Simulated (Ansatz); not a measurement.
# How the geometry moves the gap of In2O3 (R-3c)

How far does the choice of cell move the gap? The case is In2O3 (R-3c).

Calculated with Ansatz 0.2.0; LDA, HSE06 and G0W0, plane waves, PAW.

**What was measured.**

- Gap 3.08 eV: optical gap from linear extrapolation of the absorption edge; UV-visible absorption, Tauc-type extrapolation; powder (hydrothermally grown microspheres, annealed at 400 C) (“Fabrication and performance enhancement of an In2O3/BiVO4 heterojunction for N-butanol gas sensing applications”, 2024, pmc:11650617).

Report form: the programs' logs are mostly left out.

### 1. The structure

Symmetry: R-3c, No. 167, trigonal system. The conventional cell has a = 5.487 Å, b = 5.487 Å, c = 14.510 Å, α = 90.00°, β = 90.00°, γ = 120.00°. In has 6 O at 2.12 to 2.26 Å nearest. Nearest to O lie 4 In at 2.12 to 2.26 Å. Farther neighbours and most contacts between anions are not listed.

The cell and positions come from the Crystallography Open Database and are kept as given unless a step says otherwise. This is not the form that In2O3 usually takes at ambient conditions. The default PAW set here is soft_2. Its files were made with PBE.

### 2. LDA bands at the given cell

The cheap functional maps the bands first; the places of the edges decide which points the dearer methods must see.

This step: DFT, LDA, plane waves, PAW.

Input file input.yaml:

```yaml
crystal:
  lattice:
    - [2.7435, 1.5839604635, 4.8366666667]
    - [-2.7435, 1.5839604635, 4.8366666667]
    - [0.0, -3.167920927, 4.8366666667]
  atoms:
    - { symbol: In, position: [0.35731, 0.35731, 0.35731] }
    - { symbol: In, position: [0.14269, 0.14269, 0.14269] }
    - { symbol: In, position: [0.64269, 0.64269, 0.64269] }
    - { symbol: In, position: [0.85731, 0.85731, 0.85731] }
    - { symbol: O, position: [0.548, 0.952, 0.25] }
    - { symbol: O, position: [0.25, 0.548, 0.952] }
    - { symbol: O, position: [0.952, 0.25, 0.548] }
    - { symbol: O, position: [0.452, 0.048, 0.75] }
    - { symbol: O, position: [0.75, 0.452, 0.048] }
    - { symbol: O, position: [0.048, 0.75, 0.452] }
kpoints:
  mp_grid: { grid: [6, 6, 6] }
  band_path:
    path:
      - [[0.0, 0.0, 0.0], [0.5, 0.5, 0.5], [0.76183349, 0.23816651, 0.5]]
      - [[0.5, -0.23816651, 0.23816651], [0.5, 0.0, 0.0], [0.0, 0.0, 0.0], [0.36908326, -0.36908326, 0.0]]
      - [[0.63091674, 0.0, 0.36908326], [0.5, 0.0, 0.5], [0.0, 0.0, 0.0]]
    npoints: 10
hamiltonian:
  xc: lda
scf:
  occupations: { method: fermi_dirac, width: 0.02 }
  n_extra_bands: 7
output:
  eigenvalues: true
  write_density: true
  write_potential: true
  elf: true
  volumetric_format: npy
```

The run is started by

```
ansatz run input.yaml --threads 8 --pin off --max-ram 55296MiB --backend cuda --events-out ev --progress --plain --runs-dir out --devices 1 --max-vram 24GiB  # rebuilt from the run's record
```

It took 2 s on 1 × NVIDIA H100 80GB HBM3 with 8 threads of AMD EPYC 7R13 (Zen 3), shared host; peak memory 0.98 GiB.

Numbers from this step:

```
filled bands         : 44
gap                  : 1.176 eV
valence top at       : k = (0.300, 0.000, 0.000)
conduction bottom at : Γ
least direct gap     : 1.224 eV
```

The gap is indirect, with the least direct gap 0.05 eV higher.

### 3. The relaxed cell

Cell and ions were relaxed with LDA; that run is not shown. It left this cell:

It takes space group R-3c (No. 167, trigonal). The conventional cell has a = 5.462 Å, b = 5.462 Å, c = 14.372 Å, α = 90.00°, β = 90.00°, γ = 120.00°. Nearest to In lie 6 O at 2.11 to 2.24 Å. O has 4 In at 2.11 to 2.24 Å nearest. Farther neighbours and most contacts between anions are not listed.

### 4. LDA at the relaxed cell

The cell differs from the one that the last finished run ended in (a 5.782 → 5.735 Å, b 5.782 → 5.735 Å, c 5.782 → 5.735 Å, α 56.7 → 56.9°, β 56.7 → 56.9°, γ 56.7 → 56.9°).

input.yaml, the sections that differ from step 2:

```yaml
crystal:
  lattice:
    - [2.7308911344, 1.5766807316, 4.7907172002]
    - [-2.7308911344, 1.5766807316, 4.7907172002]
    - [0.0, -3.1533614632, 4.7907172002]
  atoms:
    - { symbol: In, position: [0.3576777492, 0.3576777492, 0.3576777492] }
    - { symbol: In, position: [0.1423222508, 0.1423222508, 0.1423222508] }
    - { symbol: In, position: [0.6423222508, 0.6423222508, 0.6423222508] }
    - { symbol: In, position: [0.8576777492, 0.8576777492, 0.8576777492] }
    - { symbol: O, position: [0.5455329468, 0.9544670532, 0.25] }
    - { symbol: O, position: [0.25, 0.5455329468, 0.9544670532] }
    - { symbol: O, position: [0.9544670532, 0.25, 0.5455329468] }
    - { symbol: O, position: [0.4544670532, 0.0455329468, 0.75] }
    - { symbol: O, position: [0.75, 0.4544670532, 0.0455329468] }
    - { symbol: O, position: [0.0455329468, 0.75, 0.4544670532] }
output:
  eigenvalues: true
# kpoints, hamiltonian, scf: as in step 2
```

Wall time 2.1 s (1 × NVIDIA H100 80GB HBM3 with 8 threads); peak memory 0.95 GiB.

Numbers from this step:

| Item | Value |
| --- | --- |
| gap | 1.289 eV |
| valence top at | k = (0.300, 0.000, 0.000) |
| conduction bottom at | Γ |
| least direct gap | 1.320 eV |

The gap is indirect, with the least direct gap 0.03 eV higher.

### 5. HSE06 at the relaxed cell

HSE06 mixes in a quarter of exact exchange at short range. Exchange couples all pairs of k points, which makes a full band path dear, so levels are read on the mesh and at chosen points.

This step: DFT, HSE06, plane waves, PAW.

input.yaml: that of step 4 with these lines changed.

```diff
@@ -17,13 +17,19 @@
 kpoints:
-  mp_grid: { grid: [6, 6, 6] }
+  mp_grid: { grid: [4, 4, 4] }
   band_path:
     path:
-      - [[0.0, 0.0, 0.0], [0.5, 0.5, 0.5], [0.76183349, 0.23816651, 0.5]]
-      - [[0.5, -0.23816651, 0.23816651], [0.5, 0.0, 0.0], [0.0, 0.0, 0.0], [0.36908326, -0.36908326, 0.0]]
-      - [[0.63091674, 0.0, 0.36908326], [0.5, 0.0, 0.5], [0.0, 0.0, 0.0]]
-    npoints: 10
+      - [0.0, 0.0, 0.0]
+      - [0.5, 0.5, 0.5]
+      - [0.76183349, 0.23816651, 0.5]
+      - [0.5, -0.23816651, 0.23816651]
+      - [0.5, 0.0, 0.0]
+      - [0.36908326, -0.36908326, 0.0]
+      - [0.63091674, 0.0, 0.36908326]
+      - [0.5, 0.0, 0.5]
+      - [0.3, 0.0, 0.0]
+    npoints: 1
 hamiltonian:
-  xc: lda
+  xc: hse06
 scf:
-  occupations: { method: fermi_dirac, width: 0.02 }
+  occupations: { method: fixed }
   n_extra_bands: 7
@@ -31 +37,5 @@
   eigenvalues: true
+  write_density: true
+  write_potential: true
+  elf: true
+  volumetric_format: npy
```

It took 12 s on 1 × NVIDIA H100 80GB HBM3 with 8 threads; peak memory 1.5 GiB; 62 s of CPU time.

This step gave:

* gap: 2.934 eV
* valence top at: Γ
* conduction bottom at: Γ
* least direct gap: 2.934 eV

The gap stands +1.65 eV against LDA, and the valence top moves to Γ.

### 6. G0W0 at the relaxed cell

G0W0 replaces the xc potential by the self-energy, built once from these orbitals. Only a window of levels is corrected, while the sums run over the empty bands that the input names.

This step: G0W0 on LDA, plane waves, PAW.

input.yaml: that of step 5 with these lines changed.

```diff
@@ -18,24 +18,11 @@
   mp_grid: { grid: [4, 4, 4] }
-  band_path:
-    path:
-      - [0.0, 0.0, 0.0]
-      - [0.5, 0.5, 0.5]
-      - [0.76183349, 0.23816651, 0.5]
-      - [0.5, -0.23816651, 0.23816651]
-      - [0.5, 0.0, 0.0]
-      - [0.36908326, -0.36908326, 0.0]
-      - [0.63091674, 0.0, 0.36908326]
-      - [0.5, 0.0, 0.5]
-      - [0.3, 0.0, 0.0]
-    npoints: 1
 hamiltonian:
-  xc: hse06
+  xc: lda
 scf:
   occupations: { method: fixed }
-  n_extra_bands: 7
-output:
-  eigenvalues: true
-  write_density: true
-  write_potential: true
-  elf: true
-  volumetric_format: npy
+gw:
+  n_empty_bands: 315
+  ecut_chi: 108
+  qp_bands: [v3, c3]
+  qp_kpoints: band_edges
+  screening: { model: contour_deformation }
```

It took 10 s on 1 × NVIDIA H100 80GB HBM3 with 8 threads; peak memory 1.7 GiB.

This step gave:

| Quantity | Value |
| --- | --- |
| bands summed | 359 |
| RPA ε∞ on this mesh (eigenvalues) | 4.984, 5.211, 5.211 |
| plane waves in the screening matrix | 321 |
| G0W0 gap on the mesh | 2.515 eV |
| k of the valence top | 0, 0, 0.25 |
| k of the conduction bottom | 0, 0, 0 |
| starting gap on the mesh | 1.298 eV |
| least direct G0W0 gap on the computed points | 2.522 eV |

The gap on the mesh goes from 1.30 eV to 2.51 eV, a correction of +1.22 eV. Between the two edge states, bare exchange in place of the xc potential would open the gap by 9.24 eV, and correlation takes back 8.02 eV.

### 7. G0W0 at the given cell

Input file input.yaml:

```yaml
crystal:
  lattice:
    - [2.7435, 1.5839604635, 4.8366666667]
    - [-2.7435, 1.5839604635, 4.8366666667]
    - [0.0, -3.167920927, 4.8366666667]
  atoms:
    - { symbol: In, position: [0.35731, 0.35731, 0.35731] }
    - { symbol: In, position: [0.14269, 0.14269, 0.14269] }
    - { symbol: In, position: [0.64269, 0.64269, 0.64269] }
    - { symbol: In, position: [0.85731, 0.85731, 0.85731] }
    - { symbol: O, position: [0.548, 0.952, 0.25] }
    - { symbol: O, position: [0.25, 0.548, 0.952] }
    - { symbol: O, position: [0.952, 0.25, 0.548] }
    - { symbol: O, position: [0.452, 0.048, 0.75] }
    - { symbol: O, position: [0.75, 0.452, 0.048] }
    - { symbol: O, position: [0.048, 0.75, 0.452] }
kpoints:
  mp_grid: { grid: [4, 4, 4] }
hamiltonian:
  xc: lda
scf:
  occupations: { method: fixed }
gw:
  n_empty_bands: 321
  ecut_chi: 108
  qp_bands: [v3, c3]
  qp_kpoints: band_edges
  screening: { model: contour_deformation }
```

It took 11 s on 1 × NVIDIA H100 80GB HBM3 with 8 threads; peak memory 1.7 GiB; 27 s of CPU time.

This step gave:

* bands summed: 365
* RPA ε∞ on this mesh (eigenvalues): 5.216, 5.361, 5.361
* plane waves in the screening matrix: 327
* G0W0 gap on the mesh: 2.356 eV
* k of the valence top: 0, 0, 0.25
* k of the conduction bottom: 0, 0, 0
* starting gap on the mesh: 1.184 eV
* least direct G0W0 gap on the computed points: 2.381 eV

The gap on the mesh goes from 1.18 eV to 2.36 eV, a correction of +1.17 eV. Between the two edge states, bare exchange in place of the xc potential would open the gap by 9.18 eV, and correlation takes back 8.01 eV.

### 8. Together

G0W0 rows are gaps on the mesh, lowered by the amount that the mesh misses the start's edges, a rough step that assumes the same correction there.

| level | given cell (eV) | relaxed cell (eV) | change (eV) |
| --- | --- | --- | --- |
| LDA | 1.18 | 1.29 | +0.11 |
| HSE06 | - | 2.93 | - |
| G0W0@LDA | 2.35 | 2.50 | +0.16 |

### 9. Summary of results

```json
{
 "volume change": "−1.9 %",
 "LDA, given cell": "1.18 eV",
 "LDA, relaxed cell": "1.29 eV",
 "HSE06, relaxed cell": "2.93 eV",
 "G0W0@LDA, relaxed cell": "2.50 eV",
 "G0W0@LDA, given cell": "2.35 eV",
 "known limits": "not at the basis limit; no spin-orbit coupling"
}
```

In words: Relaxation changes the volume by −1.9 % and the gap by +0.11 eV (LDA) and +0.16 eV (G0W0@LDA). Against experiment, by G0W0@LDA at the given cell: the gap of 2.35 eV lies −0.73 eV from the measured 3.08 eV (optical, 2024). An exciton line or allowed optical edge lies below the quasiparticle gap by the binding energy; a forbidden edge can push the onset above it. The calculation has static nuclei and no excitons; a measured gap holds zero-point and thermal motion, which mostly lowers it. Against the values above the computed gap that would widen the miss. An edge that is forbidden or weak in absorption could explain it, and so could too strong a screening: the start's gap is only 1.18 eV, and one shot does not repair that. Bands and cutoff are finite, so the gap is not at the basis limit. The miss can reach some tenths of an eV and take either sign; the mesh is an error of its own. The many-body steps are scalar-relativistic: spin-orbit coupling is not in them.

[Paths, hosts, dates, memory and timing lines, banners, echoed tables and standing remarks are left out of the program output.]

[Logs are printed without paths, hosts, clocks, repeated set-up lines and the standing remarks that a program may print on its own settings, such as how far it seeks lower states.]

[Runs of the session that timed out or met a known fault of the program may be left out.]

[Cells called generated may have been cut or substituted from an entry of the Crystallography Open Database or the Materials Project.]

[Hosts, paths, dates, database ids (printed as entryN), source tags and the programs' standing remarks are cut or masked in the printed files.]
